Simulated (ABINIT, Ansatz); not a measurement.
# Li3HSe (Pm-3m): modes at Γ and the response to a field

Wanted: the vibrations of Li3HSe (Pm-3m) at Γ, by two programs.

Program: ABINIT 10.8.3. Level of theory: DFT LDA, scalar-relativistic, plane waves, PseudoDojo norm-conserving pseudopotentials. Results are calculated unless marked as measured.

**1. The starting structure**

Symmetry: Pm-3m, No. 221, cubic system. Conventional cell: a = 4.681 Å, b = 4.681 Å, c = 4.681 Å, α = 90.00°, β = 90.00°, γ = 90.00°. Nearest to H lie 12 Li at 3.31 Å. Se has 6 Li at 2.34 Å nearest. Nearest to Li lie 2 Se at 2.34 Å. Farther neighbours and most contacts between anions are not listed.

**2. Relaxation**

The harmonic expansion needs vanishing forces, and a free crystal bears no stress, so cell and atoms are brought to rest. Stress is more sensitive to the basis than forces are: the last 3 Ha under the cutoff are smoothed with ecutsm, and the cutoff is raised above that of the later runs.

The starting cell comes from a relaxation made beforehand in Ansatz (LDA, PseudoDojo NC).

Contents of relax.abi:

```
# relaxation
ionmov 2
optcell 2
dilatmx 1.08
ntime 40
tolmxf 1.0d-05
tolvrs 1.0d-14
prtwf 0
prtden 0
chksymtnons 0

# basis, mesh and filling
ecut 48.0
ecutsm 3.0
ngkpt 4 4 4
nshiftk 1
shiftk 0.0 0.0 0.0
istwfk *1
occopt 1
nband 13
nstep 100
diemac 9.0
prtebands 0
prtgsr 0
useylm 1

# cell and atoms
acell 3*1.0 Angstrom
rprim 
    4.680761461 0.0 0.0
    0.0 4.680761461 0.0
    0.0 0.0 4.680761461
ntypat 3
znucl 1 34 3
natom 5
typat 1 2 3 3 3
xred 
    0.0 0.0 0.0
    0.5 0.5 0.5
    0.5 0.5 0.0
    0.5 0.0 0.5
    0.0 0.5 0.5
pp_dirpath "./pseudo"
pseudos "H.upf, Se.upf, Li.upf"
```

Command:

```console
$ OMP_NUM_THREADS=1 mpirun -n 4 abinit relax.abi > relax.log
```

Numbers of over 12 decimals in the logs are rounded to 6 here.

relax.abo, the main output file:

```text
[banners, grids, parts of the stress and lines that vanish by symmetry left out]
- input  file    -> relax.abi
- output file    -> relax.abo
- root for input  files -> relaxi
[...]
Symmetries : space group Pm -3 m (#221); Bravais cP (primitive cubic)
[...]
mpw =       13900          nfft =      216000          nkpt =          10
[...]
== DATASET  1 ==================================================================
[...]
cutoff_energies: {ecut:  48.0, pawecutdg:  -1.0, }
[...]
ETOT  1  -138.37378411531    -1.384E+02 1.731E+00 1.836E+03
 ETOT  2  -142.62472452900    -4.251E+00 4.801E-02 5.734E+03
 ETOT  3  -143.05629511749    -4.316E-01 2.423E-03 1.439E+03
 ETOT  4  -143.19434799074    -1.381E-01 4.826E-04 1.111E+01
 ETOT  5  -143.19513753311    -7.895E-04 4.270E-06 1.561E+00
[...]
ETOT 14  -143.19528871797     9.607E-12 1.927E-19 1.728E-14
 ETOT 15  -143.19528871796     4.064E-12 1.541E-20 1.420E-16
 At SCF step   15       vres2   =  1.42E-16 < tolvrs=  1.00E-14 =>converged.
[...]
sigma(1 1)=  4.19845247E-09  sigma(3 2)=  0.00000000E+00
  sigma(2 2)=  4.19845248E-09  sigma(3 1)=  0.00000000E+00
  sigma(3 3)=  4.19845247E-09  sigma(2 1)=  0.00000000E+00
[...]
convergence: {deltae:  4.064E-12, res2:  1.420E-16, residm:  1.541E-20, diffor: null, }
etotal    :  -1.43195289E+02
[...]
At Broyd/MD step   1, gradients are converged :
[...]
sigma(1 1)=  4.19845247E-09  sigma(3 2)=  0.00000000E+00
  sigma(2 2)=  4.19845248E-09  sigma(3 1)=  0.00000000E+00
  sigma(3 3)=  4.19845247E-09  sigma(2 1)=  0.00000000E+00
[...]
- sigma(1 1)=  1.23522736E-04  sigma(3 2)=  0.00000000E+00
- sigma(2 2)=  1.23522736E-04  sigma(3 1)=  0.00000000E+00
- sigma(3 3)=  1.23522736E-04  sigma(2 1)=  0.00000000E+00
[...]
fcart     -0.0000000000E+00 -0.0000000000E+00 -0.0000000000E+00
           strten      4.1984524746E-09  4.1984524750E-09  4.1984524746E-09
================================================================================

[key lines of the parts left out:]
pressure_GPa:  -1.2352E-04
Total energy (etotal) [Ha]= -1.43195288717962E+02
```

The job ended after 25 s (4 MPI ranks of Arm Neoverse V1, shared host; 98 s of CPU time).

Little changed from the start: no atom moved by 0.005 Å and no cell edge by 0.1 %.

This step gave:

```
volume per atom : 20.51 Å³
pressure        : -1.24e-4 GPa
```

**3. Self-consistent run for the response**

The response is built on these wavefunctions, so the potential is converged far more tightly than an energy would need.

Contents of gs.abi:

```
# ground state
tolvrs 1.0d-16
prtden 1
prtwf 1

# basis, mesh and filling
ecut 39.0
ngkpt 4 4 4
nshiftk 1
shiftk 0.0 0.0 0.0
istwfk *1
occopt 1
nband 13
nstep 100
diemac 9.0
prtebands 0
prtgsr 0
useylm 1

# cell and atoms
acell 3*1.0 Angstrom
rprim 
    4.680761464 0.0 0.0
    0.0 4.680761464 0.0
    0.0 0.0 4.680761464
ntypat 3
znucl 1 34 3
natom 5
typat 1 2 3 3 3
xred 
    0.0 0.0 0.0
    0.5 0.5 0.5
    0.5 0.5 0.0
    0.5 0.0 0.5
    0.0 0.5 0.5
pp_dirpath "./pseudo"
pseudos "H.upf, Se.upf, Li.upf"
```

Command:

```console
$ OMP_NUM_THREADS=1 mpirun -n 4 abinit gs.abi > gs.log
```

gs.abo, the main output file:

```text
[banners, grids, parts of the stress and lines that vanish by symmetry left out]
- input  file    -> gs.abi
- output file    -> gs.abo
- root for input  files -> gsi
[...]
Symmetries : space group Pm -3 m (#221); Bravais cP (primitive cubic)
[...]
mpw =        8121          nfft =      125000          nkpt =          10
[...]
== DATASET  1 ==================================================================
[...]
cutoff_energies: {ecut:  39.0, pawecutdg:  -1.0, }
[...]
ETOT  1  -138.17958108667    -1.382E+02 2.111E+00 1.748E+03
 ETOT  2  -142.46174370173    -4.282E+00 3.037E-02 4.761E+03
 ETOT  3  -143.01832202330    -5.566E-01 1.020E-03 1.171E+03
 ETOT  4  -143.09079251998    -7.247E-02 4.714E-05 7.055E+02
 ETOT  5  -143.18485947144    -9.407E-02 2.732E-04 6.675E+01
[...]
ETOT 15  -143.19513935430    -4.519E-12 6.046E-19 3.244E-15
 ETOT 16  -143.19513935429     1.026E-11 5.140E-21 2.381E-17
 At SCF step   16       vres2   =  2.38E-17 < tolvrs=  1.00E-16 =>converged.
[...]
sigma(1 1)=  4.88464049E-06  sigma(3 2)=  0.00000000E+00
  sigma(2 2)=  4.88464049E-06  sigma(3 1)=  0.00000000E+00
  sigma(3 3)=  4.88464049E-06  sigma(2 1)=  0.00000000E+00
[...]
convergence: {deltae:  1.026E-11, res2:  2.381E-17, residm:  5.140E-21, diffor: null, }
etotal    :  -1.43195139E+02
[...]
sigma(1 1)=  4.88464049E-06  sigma(3 2)=  0.00000000E+00
  sigma(2 2)=  4.88464049E-06  sigma(3 1)=  0.00000000E+00
  sigma(3 3)=  4.88464049E-06  sigma(2 1)=  0.00000000E+00
[...]
- sigma(1 1)=  1.43711085E-01  sigma(3 2)=  0.00000000E+00
- sigma(2 2)=  1.43711085E-01  sigma(3 1)=  0.00000000E+00
- sigma(3 3)=  1.43711085E-01  sigma(2 1)=  0.00000000E+00
[...]
fcart     -0.0000000000E+00 -0.0000000000E+00 -0.0000000000E+00
           strten      4.8846404893E-06  4.8846404893E-06  4.8846404893E-06
================================================================================

[key lines of the parts left out:]
pressure_GPa:  -1.4371E-01
```

Wall time 16 s (4 MPI ranks).

Numbers from this step:

- pressure: -0.1437 GPa

The cell stands at -0.14 GPa: the relaxation ran with a smoothed and higher cutoff, and the difference is a stress of the finite basis.

**4. The gap at rest**

Empty bands on the ground state's density check that the gap assumed so far is there in this cell.

Contents of gap.abi:

```
# empty bands on the ground state's density
iscf -2
getden_filepath "gso_DEN"
tolwfr 1.0d-12
nbdbuf 2
prtwf 0

# basis, mesh and filling
ecut 39.0
ngkpt 4 4 4
nshiftk 1
shiftk 0.0 0.0 0.0
istwfk *1
occopt 1
nband 17
nstep 100
diemac 9.0
prtebands 0
prtgsr 0
useylm 1

# cell and atoms
acell 3*1.0 Angstrom
rprim 
    4.680761464 0.0 0.0
    0.0 4.680761464 0.0
    0.0 0.0 4.680761464
ntypat 3
znucl 1 34 3
natom 5
typat 1 2 3 3 3
xred 
    0.0 0.0 0.0
    0.5 0.5 0.5
    0.5 0.5 0.0
    0.5 0.0 0.5
    0.0 0.5 0.5
pp_dirpath "./pseudo"
pseudos "H.upf, Se.upf, Li.upf"
```

Command:

```console
$ OMP_NUM_THREADS=1 mpirun -n 4 abinit gap.abi > gap.log
```

gap.abo, the main output file:

```text
[banners, grids, parts of the stress and lines that vanish by symmetry left out]
- input  file    -> gap.abi
- output file    -> gap.abo
- root for input  files -> gapi
[...]
Symmetries : space group Pm -3 m (#221); Bravais cP (primitive cubic)
[...]
mpw =        8121          nfft =      125000          nkpt =          10
[...]
== DATASET  1 ==================================================================
[...]
cutoff_energies: {ecut:  39.0, pawecutdg:  -1.0, }
[...]
-outvars: echo values of variables after computation
            acell      1.8897261259E+00  1.8897261259E+00  1.8897261259E+00 Bohr
================================================================================
```

The job ended after 10 s (4 MPI ranks; 40 s of CPU time).

This step gave:

```
gap on the k-mesh : 1.744 eV
```

In this cell the gap on the mesh is 1.7 eV, indirect (smallest direct 1.9 eV), so fixed occupations hold.

**5. Linear response at Γ**

The derivative of the wavefunctions by k comes first, since the response to a field is built on it; then the field and the displacements that symmetry doesn't supply are solved at q = 0.

It reads the wavefunctions written in step 3.

Contents of dfpt_gamma.abi:

```
ndtset 2

# common to the responses
getwfk_filepath "gso_WFK"
kptopt 2
nqpt 1
qpt 0.0 0.0 0.0
asr 0
chneut 0

# d/dk
rfelfd1 2
rfdir1 1 1 1
iscf1 -3
tolwfr1 1.0d-20

# displacements, field
rfphon2 1
rfatpol2 1 5
rfdir2 1 1 1
rfelfd2 3
getddk2 1
tolvrs2 1.0d-10
prtwf2 0

# basis, mesh and filling
ecut 39.0
ngkpt 4 4 4
nshiftk 1
shiftk 0.0 0.0 0.0
istwfk *1
occopt 1
nband 13
nstep 100
diemac 9.0
prtebands 0
prtgsr 0
useylm 1

# cell and atoms
acell 3*1.0 Angstrom
rprim 
    4.680761464 0.0 0.0
    0.0 4.680761464 0.0
    0.0 0.0 4.680761464
ntypat 3
znucl 1 34 3
natom 5
typat 1 2 3 3 3
xred 
    0.0 0.0 0.0
    0.5 0.5 0.5
    0.5 0.5 0.0
    0.5 0.0 0.5
    0.0 0.5 0.5
pp_dirpath "./pseudo"
pseudos "H.upf, Se.upf, Li.upf"
```

Command:

```console
$ OMP_NUM_THREADS=1 mpirun -n 4 abinit dfpt_gamma.abi > dfpt_gamma.log
```

dfpt_gamma.abo, the main output file:

```text
[banners, grids, parts of the stress and lines that vanish by symmetry left out]
- input  file    -> dfpt_gamma.abi
- output file    -> dfpt_gamma.abo
- root for input  files -> dfpt_gammai
[...]
DATASET    1 : space group Pm -3 m (#221); Bravais cP (primitive cubic)
[...]
nfft =      125000          nkpt =          36
[...]
DATASET    2 : space group Pm -3 m (#221); Bravais cP (primitive cubic)
[...]
nfft =      125000          nkpt =          36
[...]
== DATASET  1 ==================================================================
[...]
cutoff_energies: {ecut:  39.0, pawecutdg:  -1.0, }
[...]
-  3.00000   3.00000  180309                  znucl, zion, pspdat
[...]
Perturbation : derivative vs k along direction   1
[...]
-ETOT  1  -25.896564078073     -2.590E+01 5.247E-02 0.000E+00
 ETOT  2  -25.921329187120     -2.477E-02 2.266E-04 0.000E+00
 ETOT  3  -25.921354718331     -2.553E-05 5.466E-07 0.000E+00
 ETOT  4  -25.921354797496     -7.917E-08 1.120E-08 0.000E+00
 ETOT  5  -25.921354797852     -3.554E-10 4.509E-11 0.000E+00
[...]
At SCF step   10   max residual=  9.97E-21 < tolwfr=  1.00E-20 =>converged.
[...]
Perturbation : derivative vs k along direction   2
[...]
-ETOT  1  -25.896511549757     -2.590E+01 5.247E-02 0.000E+00
[...]
At SCF step   10   max residual=  9.97E-21 < tolwfr=  1.00E-20 =>converged.
[...]
Perturbation : derivative vs k along direction   3
[...]
-ETOT  1  -25.896563744541     -2.590E+01 5.247E-02 0.000E+00
[...]
At SCF step   10   max residual=  9.97E-21 < tolwfr=  1.00E-20 =>converged.
[...]
1        1       0.8723895173   -0.0000000000
     1        2       0.0000000000    0.0000000000
     1        3       0.0000000000    0.0000000000
     2        1       0.0000000000    0.0000000000
     2        2       0.8723895173    0.0000000000
     2        3       0.0000000000    0.0000000000
     3        1       0.0000000000    0.0000000000
     3        2       0.0000000000    0.0000000000
     3        3       0.8723895173   -0.0000000000
[...]
== DATASET  2 ==================================================================
[...]
cutoff_energies: {ecut:  39.0, pawecutdg:  -1.0, }
[...]
Perturbation : displacement of atom   1   along direction   1
[...]
-ETOT  1 -7.29699522719933E-02 -6.681E+01 2.403E-01 1.044E+03
[...]
At SCF step   10       vres2   =  1.11E-11 < tolvrs=  1.00E-10 =>converged.
[...]
Perturbation : displacement of atom   2   along direction   1
[...]
-ETOT  1   18.796962843208     -7.488E+04 1.237E+02 6.769E+03
[...]
At SCF step   10       vres2   =  8.54E-11 < tolvrs=  1.00E-10 =>converged.
[...]
Perturbation : displacement of atom   3   along direction   1
[...]
-ETOT  1  0.365374     -2.678E+03 3.369E+01 5.712E+02
[...]
At SCF step   10       vres2   =  4.55E-11 < tolvrs=  1.00E-10 =>converged.
[...]
Perturbation : displacement of atom   3   along direction   3
[...]
-ETOT  1   7.575996     -2.660E+03 3.081E+01 3.501E+03
[...]
At SCF step   10       vres2   =  1.40E-11 < tolvrs=  1.00E-10 =>converged.
[...]
Perturbation : homogeneous electric field along direction   1
[...]
-ETOT  1  -85.677819138101     -8.568E+01 4.363E+00 3.369E+04
[...]
ETOT 10  -93.306896521567     -3.367E-11 4.793E-14 2.265E-09
 ETOT 11  -93.306896521566      5.400E-13 1.955E-15 3.062E-11
 At SCF step   11       vres2   =  3.06E-11 < tolvrs=  1.00E-10 =>converged.
[...]
Dielectric tensor, in cartesian coordinates,
[...]
1    7   1    7         4.3577510563        -0.0000000000
   1    7   2    7        -0.0000000000        -0.0000000000
   1    7   3    7        -0.0000000000        -0.0000000000
   2    7   1    7        -0.0000000000        -0.0000000000
   2    7   2    7         4.3577510563        -0.0000000000
   2    7   3    7        -0.0000000000        -0.0000000000
   3    7   1    7        -0.0000000000        -0.0000000000
   3    7   2    7        -0.0000000000        -0.0000000000
   3    7   3    7         4.3577510563        -0.0000000000
  Effective charges, in cartesian coordinates,
[...]
1    1   1    7        -1.4413746831         0.0000000000
   2    1   1    7         0.0000000000         0.0000000000
   3    1   1    7         0.0000000000         0.0000000000
   1    2   1    7        -1.7672207730         0.0000000000
   2    2   1    7         0.0000000000         0.0000000000
[...]
Effective charges, in cartesian coordinates,
[...]
2    7   1    5         0.0000000000         0.0000000000
   3    7   1    5         0.0000000000         0.0000000000
   1    7   2    5         0.0000000000         0.0000000000
   2    7   2    5         0.9711246800         0.0000000000
   3    7   2    5         0.0000000000         0.0000000000
   1    7   3    5         0.0000000000         0.0000000000
   2    7   3    5         0.0000000000         0.0000000000
   3    7   3    5         0.9711246800         0.0000000000
  Phonon wavevector (reduced coordinates) :  0.00000  0.00000  0.00000
 Phonon energies in Hartree :
[...]
Phonon frequencies in cm-1    :
- -3.874991E+02 -3.874991E+02 -3.874991E+02 -1.420342E+02 -1.420342E+02
- -1.420342E+02  2.258742E+00  2.258742E+00  2.258742E+00  2.232640E+02
-  2.232640E+02  2.232640E+02  5.688353E+02  5.688353E+02  5.688353E+02
  Phonon at Gamma, with non-analyticity in the
[...]
Phonon energies in Hartree :
[...]
Phonon frequencies in cm-1    :
- -3.874991E+02 -3.874991E+02 -1.420342E+02 -1.420342E+02 -1.420342E+02
-  1.837999E+00  2.258742E+00  2.258742E+00  1.107455E+02  2.232640E+02
-  2.232640E+02  3.342457E+02  5.688353E+02  5.688353E+02  6.206558E+02
  Phonon at Gamma, with non-analyticity in the
[...]
Phonon energies in Hartree :
[...]
Phonon frequencies in cm-1    :
- -3.874991E+02 -3.874991E+02 -1.420342E+02 -1.420342E+02 -1.420342E+02
-  1.837999E+00  2.258742E+00  2.258742E+00  1.107455E+02  2.232640E+02
-  2.232640E+02  3.342457E+02  5.688353E+02  5.688353E+02  6.206558E+02
  Phonon at Gamma, with non-analyticity in the
[...]
Phonon energies in Hartree :
[...]
Phonon frequencies in cm-1    :
- -3.874991E+02 -3.874991E+02 -1.420342E+02 -1.420342E+02 -1.420342E+02
-  1.837999E+00  2.258742E+00  2.258742E+00  1.107455E+02  2.232640E+02
-  2.232640E+02  3.342457E+02  5.688353E+02  5.688353E+02  6.206558E+02
[...]
fcart2     0.0000000000E+00  0.0000000000E+00  0.0000000000E+00
           strten2     0.0000000000E+00  0.0000000000E+00  0.0000000000E+00
================================================================================
```

It took 2.8 min on 4 MPI ranks.

This step gave:

| Item | Value |
| --- | --- |
| miss of the charge sum rule | 0.01834 e |
| largest acoustic frequency at the zone centre before the sum rule | 2.26 cm⁻¹ |
| highest optical zone-centre mode (no LO-TO term) | 568.8 cm⁻¹ |
| lowest optical zone-centre mode | -387.5 cm⁻¹ |
| mean high-frequency dielectric constant | 4.358 |
| largest Born charge in size (third of the trace) | 1.767 e |

Born charge (rows field, columns displacement), before the sum rule (e), principal values of the symmetric part by kind of site:

| atom | atoms with these values | low | middle | high | mean |
| --- | --- | --- | --- | --- | --- |
| H1 | 1 | -1.44 | -1.44 | -1.44 | -1.44 |
| Se2 | 1 | -1.77 | -1.77 | -1.77 | -1.77 |
| Li3 | 3 | 0.97 | 0.97 | 1.25 | 1.06 |

In full for Li3:

```
0.97 0.00 0.00
0.00 0.97 0.00
0.00 0.00 1.25
```

High-frequency dielectric tensor:

```
4.36 0.00 0.00
0.00 4.36 0.00
0.00 0.00 4.36
```

The acoustic modes at Γ come out as far as 2.3 cm⁻¹ from zero, where they should vanish, a small numerical error; the Born charges miss their sum rule by 0.018 e, which is good. The lowest optical mode is imaginary, 388i cm⁻¹, an instability at this level and on this k mesh.

[end of part 1 of 2]

[Host names and launcher messages were left out of these logs when they were recorded.]

[Logs are printed without paths, hosts, clocks, repeated set-up lines and the standing remarks that a program may print on its own settings, such as how far it seeks lower states.]

[Hosts, paths, dates, database ids (printed as entryN), source tags and the programs' standing remarks are cut or masked in the printed files.]
